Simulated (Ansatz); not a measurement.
# AlB3As4: complex band structure, part 2 of 3

Aim: relax a made-up compound, AlB3As4, and see how good a tunnel barrier it would be. It is built by putting As for N, B for Ga in the AlGa3N4 structure of space group Pm, with the volume rescaled by atomic radii. The parent structure comes from the Materials Project.

Ansatz 0.2.0; PBEsol DFT, plane waves, PAW files (the session's first sound run).

So far. Step 2 (Relaxing the new crystal): The largest force component on a free atom ends at 0.0040 eV/Å.

The structure was built from a prototype and need not be the compound's stable phase.

### 3. Band edges

The energy window and the wavevectors of the next steps follow from the band edges, so these are searched first, off the mesh as well.

Input file input.yaml:

```yaml
crystal:
  lattice:
    - [5.8489777895, 0.0, 0.0052154546]
    - [0.0, 3.4902898601, 0.0]
    - [0.0013324193, 0.0, 6.1664159854]
  atoms:
    - { symbol: Al, position: [-0.0075509584, 0.5, 0.6651534967] }
    - { symbol: B, position: [0.4988523931, 0.5, 0.3228707455] }
    - { symbol: B, position: [0.4949972588, 0.0, 0.8404155698] }
    - { symbol: B, position: [1.0024176001, 0.0, 0.168109406] }
    - { symbol: As, position: [0.1361811372, 0.5, 0.3079076916] }
    - { symbol: As, position: [0.1431442858, 0.0, 0.8680203816] }
    - { symbol: As, position: [0.6337709376, 0.0, 0.1647046652] }
    - { symbol: As, position: [0.5857873559, 0.5, 0.6628190436] }
kpoints:
  mp_grid: { grid: [4, 8, 4] }
  band_path: { path: [VBM, CBM], npoints: 30 }
scf:
  occupations: { method: fixed }
hamiltonian:
  xc: pbesol
output:
  eigenvalues: true
  write_potential: true
  write_density: true
  volumetric_format: npy
  elf: true
```

The run is started by

```console
> ansatz run input.yaml --threads 2 --pin off --max-ram 4096MiB --backend cpu --events-out ev --progress --plain --runs-dir out
```

Numbers of over 12 decimals in the logs are rounded to 6 here.

Output:

```text
[...]
Crystal: 8 atoms, lattice volume = 125.885 Å³
Basis set: ecut = 420 eV, 2469 PW (Γ)
Bands: 44, of which v1, the nominal top of the filled ones, is band 36 counted from 1 (35 counted from 0)
Symmetry: 2 space group operations
[...]
k-points: 50 of 128 (time reversal used)
[...]
SCF iter   1: F=—  HF=-20234.203272 eV  |F-HF|=—  |Δ(HF+E_count)|=         —  Δρ=4.48e-3  dr2=3.78e-2  ethr=1.77e-3  ⟨swp⟩=4.5  Hψ=7412  notcnv=0  defer=264
[...]
SCF iter   7: F=-20234.190517 eV  HF=-20234.190517 eV  |F-HF|=6.70e-9  |Δ(HF+E_count)|=   3.89e-7  Δρ=4.05e-6  dr2=3.34e-8  ethr=1.39e-10  ⟨swp⟩=9.8  Hψ=8688  notcnv=0
SCF 1 converged in 7 iterations: F = -20234.190517 eV  dr2 = 3.34e-8
[...]
NSCF: frozen V_eff on 80 k-points
[...]
SCF converged after 7 iterations
Free energy (F): -20234.190517 eV
[...]
Internal energy: -20234.190517 eV  (E = F + TS)
E sigma→0 (E₀):  -20234.190517 eV
Fermi energy:    10.409605 eV
[...]
--- Band table (eV; the first three rows and the last of 50) ---
  k-point 0: bands = [... 32 lower, 8.3848, 9.3305, 9.9280, 10.4096, 10.7903, 11.1583, 12.3184, 12.4927, ... 4 higher]
  k-point 1: bands = [... 32 lower, 8.3109, 8.5265, 9.0543, 10.1784, 10.9778, 11.8059, 12.4771, 12.7762, ... 4 higher]
  k-point 2: bands = [... 32 lower, 8.0381, 8.2233, 8.3308, 9.9370, 11.2241, 11.5890, 12.7511, 13.3397, ... 4 higher]
  k-point 49: bands = [... 32 lower, 6.5893, 7.1222, 7.5444, 7.8670, 10.7268, 10.9243, 11.1296, 11.7549, ... 4 higher]
```

Wall time 75 s (2 threads of Arm Neoverse V2, shared host); peak memory 0.56 GiB; 2.5 min of CPU time.

In the SCF lines HF is the Harris–Foulkes energy and dr2 the Hartree energy of the density residual, in eV; the loop may stop once dr2 is under the threshold and the program's other checks hold. Hψ counts applications of the Hamiltonian.

Numbers from this step:

```
free energy         : -20234.1905 eV
Fermi energy        : 10.41 eV
gap on the k-mesh   : 0.2076 eV
gap on path         : 0.2076 eV, by band count; negative where bands overlap
direct gap on path  : 0.3807 eV
edge places on path : 0, 1.034 1/A along the path
```

Electronic bands along the path, in eV, zero at the Fermi level (highest filled level under fixed occupations); v1 is the highest filled band, c1 the lowest empty one:

| point | v4 | v3 | v2 | v1 | c1 | c2 | c3 | c4 |
| --- | --- | --- | --- | --- | --- | --- | --- | --- |
| VBM | -2.02 | -1.08 | -0.48 | 0.00 | 0.38 | 0.75 | 1.91 | 2.08 |
| halfway | -3.64 | -3.36 | -2.18 | -1.44 | 0.81 | 1.35 | 2.74 | 3.05 |
| CBM | -4.08 | -3.91 | -2.52 | -2.00 | 0.21 | 0.27 | 2.39 | 2.81 |

Electrostatic potential energy in the ac plane at fractional y = 0.500, with atoms of Al and B and As within 0.2 Å of it. With pseudopotentials it is smooth inside the atoms' cores, unlike the true potential.

Ten even steps from '_' (-15 eV) to '@' (16 eV), each cell a mean:
```
%%%%%%%%@@@@@@%%%%%%%%%%%%%%%%%%
%%%%%%%%%%@@%%%%%%%%%%%%%%%%%%%%
++**##%%%%%%%%##++==++##%%##**++
::--**%%%%%%##==::==----****--::
++--==##%%%%**::##@@%%--++++::++
**--==##%%%%**::##@@%%--++++::++
--::++##%%%%##==--++==--****--::
==++**##%%%%%%**==--==**####**==
++==--==**####++==++##%%%%%%%%##
--==**==--**==____::**%%%%%%%%##
::@@@@%%--++::______++%%%%%%%%**
::##@@##--++==____..**%%%%%%%%**
==::--::==####==--**##%%%%%%%%##
##++++**##%%%%%%%%%%%%%%%%%%%%%%
%%%%%%%%%%%%%%%%%%%%%%%%%%%%@@%%
%%%%%%%%%%@@@@@@%%%%%%%%%%@@@@@@
```
Columns run along a (5.8 Å; values clipped at the 3rd and 97th percentile), rows up along c (6.2 Å). Atoms in or near the plane, at fractional coordinates: Al at (0.99, 0.67), B at (0.50, 0.32), As at (0.14, 0.31), As at (0.59, 0.66).

ELF in the ac plane at fractional y = 0.500, with atoms of Al and B and As within 0.2 Å of it. It is the smooth field of the valence electrons, not physical close to the nuclei.

Values, 16 rows by 16 columns, each cell a mean:
```
0.09 0.11 0.10 0.07 0.04 0.02 0.02 0.03 0.05 0.06 0.05 0.03 0.03 0.03 0.04 0.06
0.26 0.28 0.23 0.14 0.07 0.04 0.06 0.15 0.24 0.25 0.22 0.18 0.15 0.12 0.12 0.18
0.35 0.42 0.36 0.22 0.09 0.06 0.17 0.40 0.50 0.49 0.47 0.48 0.50 0.42 0.26 0.23
0.12 0.28 0.36 0.24 0.09 0.10 0.34 0.55 0.54 0.45 0.51 0.64 0.77 0.75 0.37 0.08
0.11 0.07 0.21 0.19 0.09 0.14 0.44 0.59 0.34 0.20 0.29 0.64 0.85 0.90 0.42 0.08
0.13 0.07 0.22 0.20 0.09 0.16 0.47 0.60 0.31 0.19 0.26 0.63 0.86 0.91 0.43 0.07
0.33 0.59 0.64 0.43 0.16 0.15 0.45 0.65 0.56 0.41 0.48 0.66 0.80 0.80 0.44 0.15
0.88 0.92 0.86 0.66 0.33 0.21 0.44 0.74 0.80 0.74 0.65 0.59 0.57 0.48 0.42 0.62
0.85 0.83 0.76 0.67 0.53 0.44 0.52 0.72 0.85 0.83 0.65 0.40 0.23 0.18 0.35 0.71
0.68 0.55 0.42 0.51 0.64 0.73 0.67 0.39 0.39 0.56 0.52 0.26 0.08 0.07 0.26 0.58
0.53 0.25 0.19 0.29 0.65 0.85 0.77 0.15 0.02 0.27 0.46 0.26 0.07 0.04 0.20 0.47
0.53 0.29 0.20 0.34 0.66 0.84 0.77 0.29 0.17 0.45 0.52 0.29 0.08 0.04 0.17 0.43
0.56 0.54 0.50 0.56 0.65 0.70 0.61 0.46 0.49 0.57 0.47 0.23 0.07 0.04 0.13 0.39
0.44 0.51 0.52 0.50 0.46 0.38 0.29 0.29 0.36 0.36 0.27 0.13 0.05 0.03 0.07 0.24
0.15 0.20 0.21 0.19 0.13 0.08 0.06 0.08 0.11 0.12 0.10 0.06 0.03 0.02 0.03 0.07
0.04 0.05 0.05 0.04 0.03 0.02 0.02 0.02 0.03 0.04 0.03 0.03 0.02 0.01 0.02 0.03
```
Columns run along a (5.8 Å), rows up along c (6.2 Å). Atoms in or near the plane, at fractional coordinates: Al at (0.99, 0.67), B at (0.50, 0.32), As at (0.14, 0.31), As at (0.59, 0.66).

Valence density in the ac plane at fractional y = 0.500, with atoms of Al and B and As within 0.2 Å of it. It is the smooth field of the valence electrons, not physical close to the nuclei.

Ten steps, logarithmic in the rise over the least value, from '0' (0 e/Å³) to '9' (25 e/Å³), each cell a mean:
```
0000000000000000
0000000000000000
1110000112110000
0110001245421110
0000001379842110
0000001379852210
1110001257632110
1221001223211111
2332111222110001
3675322222100001
4898422212100001
4897422222100001
2454211121100001
1111100011000000
0000000000000000
0000000000000000
```
Columns run along a (5.8 Å), rows up along c (6.2 Å). Atoms in or near the plane, at fractional coordinates: Al at (0.99, 0.67), B at (0.50, 0.32), As at (0.14, 0.31), As at (0.59, 0.66).

The searched edges give 0.208 eV, as on the mesh.

### 4. Decaying states in the gap, plane (001), k-mesh 4×8×4

This step: PBEsol DFT, plane waves, PAW files; complex bands by layer matching along the plane's normal (Ansatz 0.2.0).

The same crystal is laid in a cell whose first two vectors span the (001) plane (indices of the standard conventional cell, whose axes can be ordered otherwise than in the bulk input). At fixed energy and wavevector in the plane the solver finds all kz, real and complex. A few wavevectors are listed, (0, 0), (0, -0.5) and (0.5, 0) in units of the plane's reciprocal vectors; the slowest state needn't be among them.

Input file input.yaml:

```yaml
crystal:
  lattice:
    - [5.848980115, 0.0, 0.0]
    - [0.0, 3.49028986, 0.0]
    - [0.006830927, 0.0, 6.166412346]
  atoms:
    - { symbol: Al, position: [0.9924490416, 0.5, 0.6651534967] }
    - { symbol: B, position: [0.4988523931, 0.5, 0.3228707455] }
    - { symbol: B, position: [0.4949972588, 0.0, 0.8404155698] }
    - { symbol: B, position: [0.0024176001, 0.0, 0.168109406] }
    - { symbol: As, position: [0.1361811372, 0.5, 0.3079076916] }
    - { symbol: As, position: [0.1431442858, 0.0, 0.8680203816] }
    - { symbol: As, position: [0.6337709376, 0.0, 0.1647046652] }
    - { symbol: As, position: [0.5857873559, 0.5, 0.6628190436] }
kpoints:
  mp_grid: { grid: [4, 8, 4] }
scf:
  occupations: { method: fixed }
hamiltonian:
  xc: pbesol
output:
  eigenvalues: true
  transmission:
    leads: [[0, 0]]
    kpoints: [[0.0, 0.0], [0.0, -0.5], [0.5, 0.0]]
    e_range: [-1.0, 1.21]
    de: 0.06
```

Output:

```text
[...]
Crystal: 8 atoms, lattice volume = 125.885 Å³
Basis set: ecut = 420 eV, 2469 PW (Γ)
Bands: 44, of which v1, the nominal top of the filled ones, is band 36 counted from 1 (35 counted from 0)
Symmetry: 2 space group operations
[...]
k-points: 50 of 128 (time reversal used)
[...]
SCF iter   1: F=—  HF=-20234.203273 eV  |F-HF|=—  |Δ(HF+E_count)|=         —  Δρ=4.48e-3  dr2=3.78e-2  ethr=1.77e-3  ⟨swp⟩=4.5  Hψ=7412  notcnv=0  defer=264
[...]
SCF iter   7: F=-20234.190517 eV  HF=-20234.190517 eV  |F-HF|=6.70e-9  |Δ(HF+E_count)|=   3.89e-7  Δρ=4.05e-6  dr2=3.34e-8  ethr=1.39e-10  ⟨swp⟩=9.8  Hψ=8688  notcnv=0
SCF 1 converged in 7 iterations: F = -20234.190517 eV  dr2 = 3.34e-8
[...]
transmission: 8 of 24 steps passed
transmission: 16 of 24 steps passed
transmission: 24 of 24 steps passed
SCF converged after 7 iterations
Free energy (F): -20234.190517 eV
[...]
Internal energy: -20234.190517 eV  (E = F + TS)
E sigma→0 (E₀):  -20234.190517 eV
Fermi energy:    10.409605 eV
[...]
--- Band table (eV; the first three rows and the last of 50) ---
  k-point 0: bands = [... 32 lower, 8.3848, 9.3305, 9.9280, 10.4096, 10.7903, 11.1583, 12.3184, 12.4927, ... 4 higher]
  k-point 1: bands = [... 32 lower, 8.3109, 8.5265, 9.0543, 10.1784, 10.9778, 11.8059, 12.4771, 12.7762, ... 4 higher]
  k-point 2: bands = [... 32 lower, 8.0381, 8.2233, 8.3308, 9.9370, 11.2241, 11.5890, 12.7511, 13.3397, ... 4 higher]
  k-point 49: bands = [... 32 lower, 6.5893, 7.1222, 7.5444, 7.8670, 10.7268, 10.9243, 11.1296, 11.7549, ... 4 higher]
--- Transmission ---
  basis      : 181 plane waves across, 8 finite elements along
  points     : 3, as listed
  energies   : 37 from -1.000000 to 1.160000 eV about the Fermi level, 0.060000 eV apart; the leads are filled to 0.103814 eV, and channels, transmission and decay are at 0.080000 eV
  crystal 0  : As4Al1B3, at the sites [0, 0], period 6.1664 Å: whole cells are its period
    offset         : up to 0.0000 Å between an atom of the period and one for which it stands
    channels       : 0.000000e0 a spin
    conductance    : none, the energies end too early or step too widely for 300 K: set another output.transmission.e_range or a lower de, or, where they end at an eighth of basis.ecutwfc, a higher one
    slowest decay  : 0.0727 /Å at (0.0000, -0.5000)
```

Elapsed: 30 s, on 2 threads; peak memory 0.61 GiB; 58 s of CPU time.

Numbers from this step:

| Quantity | Value |
| --- | --- |
| level to which the leads are filled | 0.1038 eV from the Fermi level |
| decay constant at the filling level, zone centre | 0.1234 Å⁻¹ |
| decay constant at the filling level, slowest listed point | 0.0727 Å⁻¹ |

K parallel (0, 0); values up to 1.5 1/Å, a degenerate pair printed once or twice; energies at which all values exceed this have no row. Im kz of the slowest decaying states against energy, zero at the highest filled level on the SCF mesh:

| energy (eV) | decay 1 (Å⁻¹) | decay 2 (Å⁻¹) | decay 3 (Å⁻¹) | decay 4 (Å⁻¹) |
| --- | --- | --- | --- | --- |
| -1.000 | 0.139 | 0.277 | 0.333 | 0.677 |
| -0.880 | 0.177 | 0.254 | 0.338 | 0.659 |
| -0.760 | 0.177 | 0.222 | 0.232 | 0.342 |
| -0.700 | 0.172 | 0.202 | 0.260 | 0.344 |
| -0.580 | 0.145 | 0.167 | 0.303 | 0.346 |
| -0.460 | 0.0270 | 0.163 | 0.336 | 0.346 |
| -0.340 | 0.0675 | 0.159 | 0.346 | 0.358 |
| -0.220 | 0.0897 | 0.154 | 0.344 | 0.363 |
| -0.160 | 0.0982 | 0.151 | 0.343 | 0.360 |
| -0.040 | 0.112 | 0.144 | 0.339 | 0.340 |
| 0.020 | 0.0681 | 0.118 | 0.140 | 0.325 |
| 0.080 | 0.123 | 0.134 | 0.135 | 0.307 |
| 0.200 | 0.126 | 0.208 | 0.259 | 0.322 |
| 0.320 | 0.107 | 0.203 | 0.271 | 0.298 |
| 0.380 | 0.0110 | 0.102 | 0.185 | 0.292 |
| 0.500 | 0.0890 | 0.174 | 0.303 | 0.624 |
| 0.620 | 0.0663 | 0.175 | 0.311 | 0.616 |
| 0.740 | 0.0175 | 0.177 | 0.317 | 0.530 |
| 0.860 | 0.0757 | 0.180 | 0.320 | 0.477 |
| 0.920 | 0.104 | 0.181 | 0.321 | 0.458 |
| 1.040 | 0.111 | 0.184 | 0.322 | 0.431 |
| 1.160 | 0.0510 | 0.185 | 0.321 | 0.416 |

K parallel (0, 0). The Re kz of states that move upwards by energy, zero at the highest filled level on the SCF mesh:

| energy (eV) | channel 1 (Å⁻¹) | channel 2 (Å⁻¹) |
| --- | --- | --- |
| -1.000 | -0.146 | - |
| -0.940 | -0.135 | - |
| -0.880 | -0.124 | - |
| -0.760 | -0.102 | - |
| -0.700 | -0.0891 | - |
| -0.640 | -0.0751 | - |
| -0.580 | -0.0585 | - |
| -0.460 | -0.457 | - |
| -0.400 | -0.381 | - |
| -0.340 | -0.332 | - |
| -0.280 | -0.288 | - |
| -0.160 | -0.205 | - |
| -0.100 | -0.158 | - |
| -0.040 | -0.0976 | - |
| 0.020 | - | - |
| 0.140 | - | - |
| 0.200 | - | - |
| 0.260 | - | - |
| 0.320 | - | - |
| 0.440 | 0.131 | - |
| 0.500 | 0.195 | - |
| 0.560 | 0.248 | - |
| 0.620 | 0.297 | - |
| 0.740 | 0.396 | - |
| 0.800 | 0.0441 | 0.463 |
| 0.860 | 0.0659 | - |
| 0.920 | 0.0832 | - |
| 1.040 | 0.113 | - |
| 1.100 | 0.126 | - |
| 1.160 | 0.140 | - |

K parallel (0, -0.5); values up to 1.5 1/Å, a degenerate pair printed once or twice; energies at which all values exceed this have no row. Im kz of the slowest decaying states against energy, zero at the highest filled level on the SCF mesh:

| energy (eV) | decay 1 (Å⁻¹) | decay 2 (Å⁻¹) | decay 3 (Å⁻¹) | decay 4 (Å⁻¹) |
| --- | --- | --- | --- | --- |
| -1.000 | 0.186 | 0.215 | 0.217 | 0.247 |
| -0.820 | 0.184 | 0.203 | 0.217 | 0.254 |
| -0.700 | 0.177 | 0.194 | 0.220 | 0.257 |
| -0.520 | 0.163 | 0.178 | 0.225 | 0.261 |
| -0.400 | 0.151 | 0.166 | 0.228 | 0.262 |
| -0.220 | 0.129 | 0.144 | 0.231 | 0.262 |
| -0.100 | 0.111 | 0.127 | 0.233 | 0.262 |
| 0.020 | 0.0877 | 0.106 | 0.234 | 0.261 |
| 0.080 | 0.0727 | 0.0930 | 0.234 | 0.260 |
| 0.260 | 0.0259 | 0.234 | 0.257 | 0.290 |
| 0.380 | 0.234 | 0.255 | 0.277 | 0.279 |
| 0.560 | 0.232 | 0.250 | 0.250 | 0.254 |
| 0.680 | 0.227 | 0.230 | 0.237 | 0.245 |
| 0.860 | 0.186 | 0.206 | 0.226 | 0.238 |
| 0.980 | 0.150 | 0.182 | 0.223 | 0.232 |
| 1.160 | 0.0515 | 0.134 | 0.217 | 0.222 |

K parallel (0.5, 0); values up to 1.5 1/Å, a degenerate pair printed once or twice; energies at which all values exceed this have no row. Table of Im kz of the slowest decaying states by energy, zero at the highest filled level on the SCF mesh:

| energy (eV) | decay 1 (Å⁻¹) | decay 2 (Å⁻¹) | decay 3 (Å⁻¹) | decay 4 (Å⁻¹) |
| --- | --- | --- | --- | --- |
| -1.000 | 0.0270 | 0.0808 | 0.175 | 0.325 |
| -0.820 | 0.110 | 0.177 | 0.338 | 0.393 |
| -0.700 | 0.124 | 0.178 | 0.345 | 0.388 |
| -0.520 | 0.0156 | 0.141 | 0.176 | 0.353 |
| -0.400 | 0.151 | 0.152 | 0.172 | 0.357 |
| -0.220 | 0.164 | 0.223 | 0.352 | 0.361 |
| -0.100 | 0.164 | 0.255 | 0.337 | 0.363 |
| 0.020 | 0.162 | 0.279 | 0.321 | 0.363 |
| 0.080 | 0.161 | 0.290 | 0.311 | 0.362 |
| 0.260 | 0.153 | 0.278 | 0.317 | 0.359 |
| 0.380 | 0.143 | 0.250 | 0.335 | 0.352 |
| 0.560 | 0.114 | 0.194 | 0.349 | 0.435 |
| 0.680 | 0.108 | 0.138 | 0.352 | 0.406 |
| 0.860 | 0.118 | 0.353 | 0.362 | 1.41 |
| 0.980 | 0.121 | 0.333 | 0.352 | 1.39 |
| 1.160 | 0.0594 | 0.146 | 0.292 | 0.350 |

At the listed wavevectors the last open channel is at -0.04 eV and the next at +0.26 eV on the grid. At +0.08 eV, the grid energy nearest the filling level (the middle of the gap on the SCF mesh), the slowest state at the listed wavevectors decays with κ = 0.0727 Å⁻¹, its amplitude falling by e over 14 Å. Through 1 nm of this crystal that state's transmission falls by exp(−2 × 0.0727 Å⁻¹ × 10 Å) = 0.23.

(Continued in part 3 of 3.)

[Logs are printed without paths, hosts, clocks, repeated set-up lines and the standing remarks that a program may print on its own settings, such as how far it seeks lower states.]

[Hosts, paths, dates, database ids (printed as entryN), source tags and the programs' standing remarks are cut or masked in the printed files.]
